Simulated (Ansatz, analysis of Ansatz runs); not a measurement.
## A hop of S in Y4S3N2 (C2/m), charge 0

Aim: the barrier of one jump in Y4S3N2 (C2/m) at charge 0: V_S hop (3.8 Å). The model is a cell of 54 host atoms with 1 S taken out; S is the atom that moves.

Program: Ansatz 0.2.0. Level of theory: plane-wave PAW DFT, PBEsol; nudged elastic band between two relaxed defect structures. Results are calculated unless marked as measured.

## (1) The structure

The cell holds 53 atoms: 24 Y, 17 S and 12 N. Cell: a = 12.778 Å, b = 11.374 Å, c = 9.763 Å, α = 90.0°, β = 128.5°, γ = 90.0°. It derives from Y4S3N2 (space group C2/m). Nearest the centre at fractional (0.500, 0.667, 0.000): S45 at 1.90 Å, Y40 at 2.02 Å, Y43 at 2.02 Å, N52 at 2.78 Å, N51 at 2.78 Å, S49 at 3.29 Å, S46 at 3.29 Å, Y22 at 3.42 Å.

Structure file:

```xyz
53
Lattice="12.7781 0.0000 -0.0248 0.0000 11.3745 0.0000 -6.0606 0.0000 7.6537" Properties=species:S:1:pos:R:3 pbc="T T T"
Y    -0.6153    1.8957    4.9602
Y     5.7738    0.0000    4.9478
Y     0.9438    0.0000    2.6811
Y     7.3328    1.8957    2.6687
Y     4.6955    0.0000    1.0893
Y    11.0845    1.8957    1.0769
Y    -4.3670    1.8957    6.5520
Y     2.0220    0.0000    6.5396
S     0.0000    0.0000    0.0000
S     6.3891    1.8957   -0.0124
S    -2.5264    0.0000    5.9982
S     3.8626    1.8957    5.9858
S     2.8549    1.8957    1.6431
S     9.2440    0.0000    1.6307
N    -0.3467    1.8957    2.7567
N     6.0423    0.0000    2.7443
N     0.6752    0.0000    4.8846
N     7.0643    1.8957    4.8722
Y    -0.6153    5.6872    4.9602
Y     5.7738    3.7915    4.9478
Y     0.9438    3.7915    2.6811
Y     7.3328    5.6872    2.6687
Y     4.6955    3.7915    1.0893
Y    11.0845    5.6872    1.0769
Y    -4.3670    5.6872    6.5520
Y     2.0220    3.7915    6.5396
S     0.0000    3.7915    0.0000
S    -2.5264    3.7915    5.9982
S     3.8626    5.6872    5.9858
S     2.8549    5.6872    1.6431
S     9.2440    3.7915    1.6307
N    -0.3467    5.6872    2.7567
N     6.0423    3.7915    2.7443
N     0.6752    3.7915    4.8846
N     7.0643    5.6872    4.8722
Y    -0.6153    9.4787    4.9602
Y     5.7738    7.5830    4.9478
Y     0.9438    7.5830    2.6811
Y     7.3328    9.4787    2.6687
Y     4.6955    7.5830    1.0893
Y    11.0845    9.4787    1.0769
Y    -4.3670    9.4787    6.5520
Y     2.0220    7.5830    6.5396
S     0.0000    7.5830    0.0000
S     6.3891    9.4787   -0.0124
S    -2.5264    7.5830    5.9982
S     3.8626    9.4787    5.9858
S     2.8549    9.4787    1.6431
S     9.2440    7.5830    1.6307
N    -0.3467    9.4787    2.7567
N     6.0423    7.5830    2.7443
N     0.6752    7.5830    4.8846
N     7.0643    9.4787    4.8722
```

The cell's shortest repeat is 9.8 Å.

## (2) Relaxation of the start point, charge 0

The ends come first: from an unrelaxed start the top is counted from too high an energy, and the barrier comes out too low. Small random displacements break the symmetry of the ideal sites, so that the defect can distort if it gains by it.

The input, q0.start/input.yaml:

```yaml
crystal:
  lattice:
    - [12.77813411, 0.0, -0.02476517]
    - [0.0, 11.37446657, 0.0]
    - [-6.06062451, 0.0, 7.65368011]
  atoms:
    - { symbol: "Y", position: [0.25962613, 0.16666667, 0.64891759] }
    - { symbol: "Y", position: [0.75962613, 0.0, 0.64891759] }
    - { symbol: "Y", position: [0.24037387, 0.0, 0.35108241] }
    - { symbol: "Y", position: [0.74037387, 0.16666667, 0.35108241] }
    - { symbol: "Y", position: [0.43563346, 0.0, 0.14373378] }
    - { symbol: "Y", position: [0.93563346, 0.16666667, 0.14373378] }
    - { symbol: "Y", position: [0.06436654, 0.16666667, 0.85626622] }
    - { symbol: "Y", position: [0.56436654, 0.0, 0.85626622] }
    - { symbol: S, position: [0.0, 0.0, 0.0] }
    - { symbol: S, position: [0.5, 0.16666667, 0.0] }
    - { symbol: S, position: [0.17425595, 0.0, 0.78426088] }
    - { symbol: S, position: [0.67425595, 0.16666667, 0.78426088] }
    - { symbol: S, position: [0.32574405, 0.16666667, 0.21573912] }
    - { symbol: S, position: [0.82574405, 0.0, 0.21573912] }
    - { symbol: "N", position: [0.14391518, 0.16666667, 0.36064226] }
    - { symbol: "N", position: [0.64391518, 0.0, 0.36064226] }
    - { symbol: "N", position: [0.35608482, 0.0, 0.63935774] }
    - { symbol: "N", position: [0.85608482, 0.16666667, 0.63935774] }
    - { symbol: "Y", position: [0.25962613, 0.5, 0.64891759] }
    - { symbol: "Y", position: [0.75962613, 0.33333333, 0.64891759] }
    - { symbol: "Y", position: [0.24037387, 0.33333333, 0.35108241] }
    - { symbol: "Y", position: [0.74037387, 0.5, 0.35108241] }
    - { symbol: "Y", position: [0.43563346, 0.33333333, 0.14373378] }
    - { symbol: "Y", position: [0.93563346, 0.5, 0.14373378] }
    - { symbol: "Y", position: [0.06436654, 0.5, 0.85626622] }
    - { symbol: "Y", position: [0.56436654, 0.33333333, 0.85626622] }
    - { symbol: S, position: [0.0, 0.33333333, 0.0] }
    - { symbol: S, position: [0.17425595, 0.33333333, 0.78426088] }
    - { symbol: S, position: [0.67425595, 0.5, 0.78426088] }
    - { symbol: S, position: [0.32574405, 0.5, 0.21573912] }
    - { symbol: S, position: [0.82574405, 0.33333333, 0.21573912] }
    - { symbol: "N", position: [0.14391518, 0.5, 0.36064226] }
    - { symbol: "N", position: [0.64391518, 0.33333333, 0.36064226] }
    - { symbol: "N", position: [0.35608482, 0.33333333, 0.63935774] }
    - { symbol: "N", position: [0.85608482, 0.5, 0.63935774] }
    - { symbol: "Y", position: [0.25962613, 0.83333333, 0.64891759] }
    - { symbol: "Y", position: [0.75962613, 0.66666667, 0.64891759] }
    - { symbol: "Y", position: [0.24037387, 0.66666667, 0.35108241] }
    - { symbol: "Y", position: [0.74037387, 0.83333333, 0.35108241] }
    - { symbol: "Y", position: [0.43563346, 0.66666667, 0.14373378] }
    - { symbol: "Y", position: [0.93563346, 0.83333333, 0.14373378] }
    - { symbol: "Y", position: [0.06436654, 0.83333333, 0.85626622] }
    - { symbol: "Y", position: [0.56436654, 0.66666667, 0.85626622] }
    - { symbol: S, position: [0.0, 0.66666667, 0.0] }
    - { symbol: S, position: [0.5, 0.83333333, 0.0] }
    - { symbol: S, position: [0.17425595, 0.66666667, 0.78426088] }
    - { symbol: S, position: [0.67425595, 0.83333333, 0.78426088] }
    - { symbol: S, position: [0.32574405, 0.83333333, 0.21573912] }
    - { symbol: S, position: [0.82574405, 0.66666667, 0.21573912] }
    - { symbol: "N", position: [0.14391518, 0.83333333, 0.36064226] }
    - { symbol: "N", position: [0.64391518, 0.66666667, 0.36064226] }
    - { symbol: "N", position: [0.35608482, 0.66666667, 0.63935774] }
    - { symbol: "N", position: [0.85608482, 0.83333333, 0.63935774] }
basis:
  ecutwfc: 420
  xc_grid: 2
hamiltonian:
  xc: pbesol
kpoints:
  mp_grid: { grid: [1, 1, 1], shift: [0.25, 0.25, 0.25] }
scf:
  occupations: { method: fixed }
  max_iter: 100
output:
  forces: true
relax:
  f_tol: 0.02
  max_steps: 70
  random_displacement: { amplitude: 0.03, seed: 5948 }
```

The run is started by

```console
$ ansatz run input.yaml --threads 32 --pin off --max-ram 84787MiB --backend cuda --events-out ev --progress --plain --runs-dir out --max-vram 78GiB
```

Numbers of over 12 decimals in the logs are rounded to 6 here.

The program printed:

```text
[... repeated set-up lines and file paths are left out, and long positions are rounded to six places ...]
The last accepted step is kept in <dir> (removed where the run ends without a failure and the disk answers)
Engine: ansatz 0.2.0, aarch64-unknown-linux-gnu
Pseudopotentials: kind: paw
Pseudopotential: Y, paw, valence charge 11, recommended cutoff 420 eV (normal), Y.paw.azcp
Pseudopotential: S, paw, valence charge 6, recommended cutoff 420 eV (normal), S.paw.azcp
Pseudopotential: N, paw, valence charge 5, recommended cutoff 420 eV (normal), N.paw.azcp
Functional definition: PBEsol
  exchange = pbesol_x
  correlation = pbesol_c
[...]
Crystal: 53 atoms, lattice volume = 1110.713 Å³
Basis set: ecut = 420 eV, 21699 PW (Γ), exchange–correlation on 180×160×144 points (8 copies of the dense FFT grid, shifted against one another)
Bands: 266, of which v1, the nominal top of the filled ones, is band 213 counted from 1 (212 counted from 0)
Symmetry: 1 space group operations
k-points: 1
Non-local potential: Y, projectors of the file, l = 0: 3, l = 1: 2, l = 2: 2, l = 3: 1
Non-local potential: S, projectors of the file, l = 0: 2, l = 1: 2, l = 2: 2
Non-local potential: N, projectors of the file, l = 0: 2, l = 1: 2, l = 2: 1
PAW form: soft (Blöchl's): semilocal exchange-correlation on the pseudo side does not see the compensation charge
PAW frozen core: Y, regenerated for the run's functional, and the local potential with it (the file was generated under x = pbe(κ = 0.804, μ = 0.219515), c = pbe(β = 0.066725))
PAW frozen core: S, regenerated for the run's functional, and the local potential with it (the file was generated under x = pbe(κ = 0.804, μ = 0.219515), c = pbe(β = 0.066725))
PAW frozen core: N, regenerated for the run's functional, and the local potential with it (the file was generated under x = pbe(κ = 0.804, μ = 0.219515), c = pbe(β = 0.066725))
PAW one-centre angular grid: Y, 590 points (default); XC on 64 Gauss nodes
PAW one-centre angular grid: S, 110 points (default); XC on 64 Gauss nodes
PAW one-centre angular grid: N, 110 points (default); XC on 64 Gauss nodes
Initial density: superposition of atomic densities (neutral atoms: chi_scale 0, normalization atom), corrected by the library's trained network
Initial wavefunctions: pseudopotential atomic-orbital guess
[...]
Functional: x = pbesol(κ = 0.804, μ = 0.123457), c = pbesol(β = 0.046)
SCF iter   1: F=—  HF=-110771.620119 eV  |F-HF|=—  |Δ(HF+E_count)|=         —  Δρ=7.64e-3  dr2=1.12e0  ethr=1.77e-3  ⟨swp⟩=4.0  Hψ=856  notcnv=0  defer=50
preconditioner: auto → Resta (q_TF=auto, 2.326 Å⁻¹)  ε∞=5.4  [insulator: Δε(μ)=0.860 eV  Ē_g=8.143 eV  n_scr=240 (ndim 8)  ℏωp=17.0 eV  f_vac=0.035  ε∞_Penn≈5.4]
SCF iter   2: F=—  HF=-110771.404914 eV  |F-HF|=—  |Δ(HF+E_count)|=   2.15e-1  Δρ=2.94e-3  dr2=2.05e-1  ethr=2.62e-4  ⟨swp⟩=2.0  Hψ=386  notcnv=0  defer=51
[...]
SCF iter   7: F=-110771.355799 eV  HF=-110771.355797 eV  |F-HF|=1.75e-6  |Δ(HF+E_count)|=   2.43e-5  Δρ=2.12e-5  dr2=7.34e-6  ethr=2.35e-9  ⟨swp⟩=3.0  Hψ=825  notcnv=0
SCF 1 converged in 7 iterations: F = -110771.355799 eV  dr2 = 7.34e-6
  greatest PAW one-centre occupation: 0.993 electrons in one spin orbital (limit 2), on the Y atom at site 18 (counted from 0), in its partial waves of l = 0
relax step   1: F+E_penalty+E_count = -110771.35579893 eV  Δ(F+E_penalty+E_count) = +0.000e0 eV  max|allowed force component| = 6.931e-1 eV/Å  Δτ_max = 0.0000 Å  (7 SCF iters, dr2 threshold 1.00e-5 eV, accepted)
[... the SCF cycles and remarks between the steps are left out from here to the last step ...]
relax step   2: F+E_penalty+E_count = -110771.11487583 eV  Δ(F+E_penalty+E_count) = +2.409e-1 eV  max|allowed force component| = 6.760e-1 eV/Å  Δτ_max = 0.1684 Å  (7 SCF iters, dr2 threshold 3.00e-5 eV, rejected (line search))
relax step   3: F+E_penalty+E_count = -110771.63021598 eV  Δ(F+E_penalty+E_count) = -2.744e-1 eV  max|allowed force component| = 4.075e-2 eV/Å  Δτ_max = 0.0720 Å  (9 SCF iters, accepted)
[...]
SCF 4 converged in 7 iterations: F = -110771.631291 eV  dr2 = 2.34e-8
relax step   4: F+E_penalty+E_count = -110771.63129094 eV  Δ(F+E_penalty+E_count) = -1.075e-3 eV  max|allowed force component| = 1.018e-2 eV/Å  Δτ_max = 0.0079 Å  (7 SCF iters, accepted)
SCF converged after 7 iterations
[...]
atom  51  N      0.00159728    -0.00093276    -0.00309660
  atom  52  N     -0.00111048     0.00228289    -0.00123403
  [... 1 atom left out ...]
  max |Σ_I F_I| component: 9.52e-6 eV/Å
--- Relaxed structure (4 steps of the walk, 3 accepted, 0 SCFs on fresh bases) ---
  F+E_penalty+E_count = -110771.63129094 eV   max|allowed force component| = 1.018e-2 eV/Å
  atoms:
    - { symbol: Y, position: [0.260532, 0.167047, 0.650154] }
    - { symbol: Y, position: [0.758560, -0.000173, 0.647655] }
    [... 16 atoms left out ...]
    - { symbol: Y, position: [0.260709, 0.500065, 0.651480] }
    [... 16 atoms left out ...]
    - { symbol: Y, position: [0.260515, 0.833405, 0.649965] }
    [... 2 atoms left out ...]
    - { symbol: Y, position: [0.739294, 0.833079, 0.349307] }
    - { symbol: Y, position: [0.433135, 0.665869, 0.140614] }
    [... 2 atoms left out ...]
    - { symbol: Y, position: [0.566468, 0.666018, 0.859045] }
    [... 1 atom left out ...]
    - { symbol: S, position: [0.499846, 0.832970, -4.237499543469428e-5] }
    - { symbol: S, position: [0.175050, 0.665829, 0.785403] }
    [... 2 atoms left out ...]
    - { symbol: S, position: [0.826141, 0.665961, 0.216168] }
    [... 1 atom left out ...]
    - { symbol: N, position: [0.642321, 0.665416, 0.355510] }
    - { symbol: N, position: [0.357655, 0.665414, 0.644136] }
    [... 1 atom left out ...]
```

Run time: 2.8 s. Hardware: 1 × NVIDIA GB200 with 32 threads of Arm Neoverse V2, shared host; peak memory 1.4 GiB.

The steps of the relaxation:

```tsv
step	energy less that of the first step (eV)	largest force component (eV/Å)
1	0.0000	0.6931
2	0.2409	0.6760
3	-0.2744	0.0407
4	-0.2755	0.0102
```

Relaxation step 2 was tried and not accepted.

The atoms that moved most (Å, from the sites as typed, ahead of the random displacement, the mean shift of all atoms taken out):

```tsv
atom	dx	dy	dz	length
N52	-0.010	-0.015	0.038	0.042
N33	0.009	0.015	-0.038	0.042
N51	0.010	-0.015	-0.037	0.041
N34	-0.010	0.015	0.037	0.041
Y40	-0.014	-0.010	-0.022	0.028
Y26	0.014	0.010	0.021	0.027
Y23	-0.010	0.008	-0.023	0.026
Y43	0.009	-0.008	0.023	0.026
```

Neighbours of S45 at the end:

```tsv
atom	distance (Å)
Y5	2.771
Y43	2.771
Y40	2.772
Y8	2.775
Y39	2.829
Y36	2.832
N51	3.336
N52	3.338
N16	3.357
N17	3.359
```

Read from the output:

```yaml
free_energy: -110771.6313 eV
r_m_s_move_of_the_farther_half_of_the_atoms: 0.01365 Å
largest_move_from_the_ideal_geometry_of_this_structure_a_common_shift_of_the_far_atoms_taken_out: 0.04474 Å
```

The relaxation gained 0.275 eV and ended with a largest force component of 0.010 eV/Å.

## (3) Relaxation of the end point, charge 0

The end point is relaxed in the same cell and settings, so that the two energies compare. Atoms more than 3.2 Å from the middle of the hop start where the first relaxation left them, the nearer ones on or close to their ideal places, with small random displacements.

The input, q0.end/input.yaml:

```yaml
crystal:
  lattice:
    - [12.77813411, 0.0, -0.02476517]
    - [0.0, 11.37446657, 0.0]
    - [-6.06062451, 0.0, 7.65368011]
  atoms:
    - { symbol: "Y", position: [0.26063579, 0.16681294, 0.65046397] }
    - { symbol: "Y", position: [0.75866389, -0.00040738, 0.64796426] }
    - { symbol: "Y", position: [0.24145741, 7.299e-05, 0.35218351] }
    - { symbol: "Y", position: [0.73944716, 0.16659664, 0.34985831] }
    - { symbol: "Y", position: [0.43512397, -0.00015437, 0.14300845] }
    - { symbol: "Y", position: [0.9359397, 0.16664764, 0.14426496] }
    - { symbol: "Y", position: [0.0638744, 0.16678169, 0.85563952] }
    - { symbol: "Y", position: [0.56494597, -0.00017126, 0.85710265] }
    - { symbol: S, position: [6.873e-05, -0.00020758, 8.31e-05] }
    - { symbol: S, position: [0.50010188, 0.16696057, -0.00016786] }
    - { symbol: S, position: [0.17220609, -0.00019031, 0.78114132] }
    - { symbol: S, position: [0.67204481, 0.16726881, 0.7817868] }
    - { symbol: S, position: [0.328046, 0.16715052, 0.21847018] }
    - { symbol: S, position: [0.82785611, -0.00012611, 0.21895322] }
    - { symbol: "N", position: [0.14481752, 0.1668598, 0.36083261] }
    - { symbol: "N", position: [0.64378683, -5.611e-05, 0.35945099] }
    - { symbol: "N", position: [0.35626953, -0.00030396, 0.64066101] }
    - { symbol: "N", position: [0.85512791, 0.16704056, 0.63938348] }
    - { symbol: "Y", position: [0.26081334, 0.49983047, 0.65178939] }
    - { symbol: "Y", position: [0.75795542, 0.33366588, 0.64622713] }
    - { symbol: "Y", position: [0.24205756, 0.33329642, 0.35390836] }
    - { symbol: "Y", position: [0.73920802, 0.49972958, 0.34828643] }
    - { symbol: "Y", position: [0.43343461, 0.33382064, 0.14077671] }
    - { symbol: "Y", position: [0.93695814, 0.49969451, 0.14514752] }
    - { symbol: "Y", position: [0.06316883, 0.49991976, 0.85497662] }
    - { symbol: "Y", position: [0.56678243, 0.3340134, 0.85907814] }
    - { symbol: S, position: [0.00014722, 0.33332598, 0.00017945] }
    - { symbol: S, position: [0.17395617, 0.333961, 0.78385144] }
    - { symbol: S, position: [0.67445683, 0.49995695, 0.78365862] }
    - { symbol: S, position: [0.32550251, 0.49968599, 0.21631077] }
    - { symbol: S, position: [0.82498774, 0.33409754, 0.2145481] }
    - { symbol: "N", position: [0.14530062, 0.49986089, 0.36319138] }
    - { symbol: "N", position: [0.64228187, 0.33449226, 0.35574544] }
    - { symbol: "N", position: [0.35760238, 0.33449989, 0.64424679] }
    - { symbol: "N", position: [0.85477315, 0.49980549, 0.63688646] }
    - { symbol: "Y", position: [0.26061897, 0.83317106, 0.65027422] }
    - { symbol: "Y", position: [0.75802778, 0.66630395, 0.64617318] }
    - { symbol: "Y", position: [0.24214743, 0.66599373, 0.35396412] }
    - { symbol: "Y", position: [0.73939784, 0.83284501, 0.3496161] }
    - { symbol: "Y", position: [0.43563346, 0.66666667, 0.14373378] }
    - { symbol: "Y", position: [0.93622643, 0.8328351, 0.14455281] }
    - { symbol: "Y", position: [0.06413119, 0.83296621, 0.85584991] }
    - { symbol: "Y", position: [0.56436654, 0.66666667, 0.85626622] }
    - { symbol: S, position: [-9.139e-05, 0.66629974, -6.959e-05] }
    - { symbol: S, position: [0.5, 0.5, 0.0] }
    - { symbol: S, position: [0.17515437, 0.66559434, 0.78571265] }
    - { symbol: S, position: [0.67203121, 0.83248604, 0.78170752] }
    - { symbol: S, position: [0.32804235, 0.83233314, 0.21832137] }
    - { symbol: S, position: [0.82624476, 0.66572683, 0.2164776] }
    - { symbol: "N", position: [0.14494131, 0.83258675, 0.3607222] }
    - { symbol: "N", position: [0.64391518, 0.66666667, 0.36064226] }
    - { symbol: "N", position: [0.35608482, 0.66666667, 0.63935774] }
    - { symbol: "N", position: [0.85526241, 0.83277423, 0.63926535] }
basis:
  ecutwfc: 420
  xc_grid: 2
hamiltonian:
  xc: pbesol
kpoints:
  mp_grid: { grid: [1, 1, 1], shift: [0.25, 0.25, 0.25] }
scf:
  occupations: { method: fixed }
  max_iter: 100
output:
  forces: true
relax:
  f_tol: 0.02
  max_steps: 70
  random_displacement: { amplitude: 0.01, seed: 5948 }
```

The program printed:

```text
[...]
Crystal: 53 atoms, lattice volume = 1110.713 Å³
Basis set: ecut = 420 eV, 21699 PW (Γ), exchange–correlation on 180×160×144 points (8 copies of the dense FFT grid, shifted against one another)
Bands: 266, of which v1, the nominal top of the filled ones, is band 213 counted from 1 (212 counted from 0)
Symmetry: 1 space group operations
k-points: 1
[...]
SCF iter   1: F=—  HF=-110771.796152 eV  |F-HF|=—  |Δ(HF+E_count)|=         —  Δρ=7.60e-3  dr2=1.10e0  ethr=1.77e-3  ⟨swp⟩=4.0  Hψ=748  notcnv=0  defer=50
[...]
SCF iter   2: F=—  HF=-110771.590764 eV  |F-HF|=—  |Δ(HF+E_count)|=   2.05e-1  Δρ=2.93e-3  dr2=2.02e-1  ethr=2.58e-4  ⟨swp⟩=2.0  Hψ=386  notcnv=0  defer=51
[...]
SCF iter   7: F=-110771.542980 eV  HF=-110771.542982 eV  |F-HF|=1.55e-6  |Δ(HF+E_count)|=   1.80e-5  Δρ=2.56e-5  dr2=9.94e-6  ethr=2.35e-9  ⟨swp⟩=3.0  Hψ=824  notcnv=0
[...]
atom  52  N     -0.00152864    -0.00668018    -0.00188889
  [... 1 atom left out ...]
  max |Σ_I F_I| component: 7.48e-5 eV/Å
--- Relaxed structure (5 steps of the walk, 4 accepted, 0 SCFs on fresh bases) ---
  F+E_penalty+E_count = -110771.63126847 eV   max|allowed force component| = 1.437e-2 eV/Å
  atoms:
    - { symbol: Y, position: [0.260563, 0.166608, 0.650186] }
    - { symbol: Y, position: [0.757985, -0.000233, 0.646061] }
    [... 16 atoms left out ...]
    - { symbol: Y, position: [0.260629, 0.500178, 0.650385] }
    [... 2 atoms left out ...]
    - { symbol: Y, position: [0.739518, 0.500042, 0.349773] }
    [... 16 atoms left out ...]
    - { symbol: Y, position: [0.739217, 0.833181, 0.348196] }
    - { symbol: Y, position: [0.433385, 0.667280, 0.140635] }
    [... 2 atoms left out ...]
    - { symbol: Y, position: [0.566817, 0.667448, 0.859067] }
    [... 1 atom left out ...]
    - { symbol: S, position: [0.500113, 0.500345, -0.000262] }
    - { symbol: S, position: [0.174030, 0.667420, 0.783890] }
    [... 2 atoms left out ...]
    - { symbol: S, position: [0.824992, 0.667513, 0.214454] }
    [... 1 atom left out ...]
    - { symbol: N, position: [0.642274, 0.667924, 0.355527] }
    - { symbol: N, position: [0.357641, 0.667948, 0.644275] }
    [... 1 atom left out ...]
[key lines of the parts left out:]
SCF converged after 5 iterations
```

Run time: 3 s. Hardware: 1 × NVIDIA GB200 with 32 threads; peak memory 1.3 GiB; 12 s of CPU time.

Relaxation path:

```tsv
step	energy less that of the first step (eV)	largest force component (eV/Å)
1	0.0000	0.4025
2	0.1436	0.4336
3	-0.0877	0.0367
4	-0.0881	0.0231
5	-0.0883	0.0144
```

Relaxation step 2 was tried and not accepted.

The atoms that moved most (Å, from the sites as typed, ahead of the random displacement):

```tsv
atom	dx	dy	dz	length
N51	0.010	0.014	-0.038	0.042
N52	-0.010	0.014	0.038	0.042
S11	0.009	-0.009	0.034	0.036
S31	0.010	-0.010	0.032	0.035
N16	0.005	-0.015	-0.028	0.033
N34	0.005	-0.016	-0.028	0.032
N17	-0.004	-0.012	0.029	0.032
N33	-0.003	-0.012	0.028	0.031
```

Neighbours of S45 at the end:

```tsv
atom	distance (Å)
Y26	2.771
Y43	2.772
Y40	2.772
Y23	2.775
Y19	2.830
Y22	2.833
N52	3.336
N51	3.338
N34	3.357
N33	3.359
```

Read from the output:

```yaml
free_energy: -110771.6313 eV
r_m_s_move_of_the_farther_half_of_the_atoms: 0.01522 Å
largest_move_from_the_ideal_geometry_of_this_structure_a_common_shift_of_the_far_atoms_taken_out: 0.04520 Å
```

The relaxation gained 0.088 eV and ended with a largest force component of 0.014 eV/Å. The end lies within 1 meV of the start.

(Continued in part 2 of 4.)

[Logs are printed without paths, hosts, clocks, repeated set-up lines and the standing remarks that a program may print on its own settings, such as how far it seeks lower states.]

[Hosts, paths, dates, database ids (printed as entryN), source tags and the programs' standing remarks are cut or masked in the printed files.]
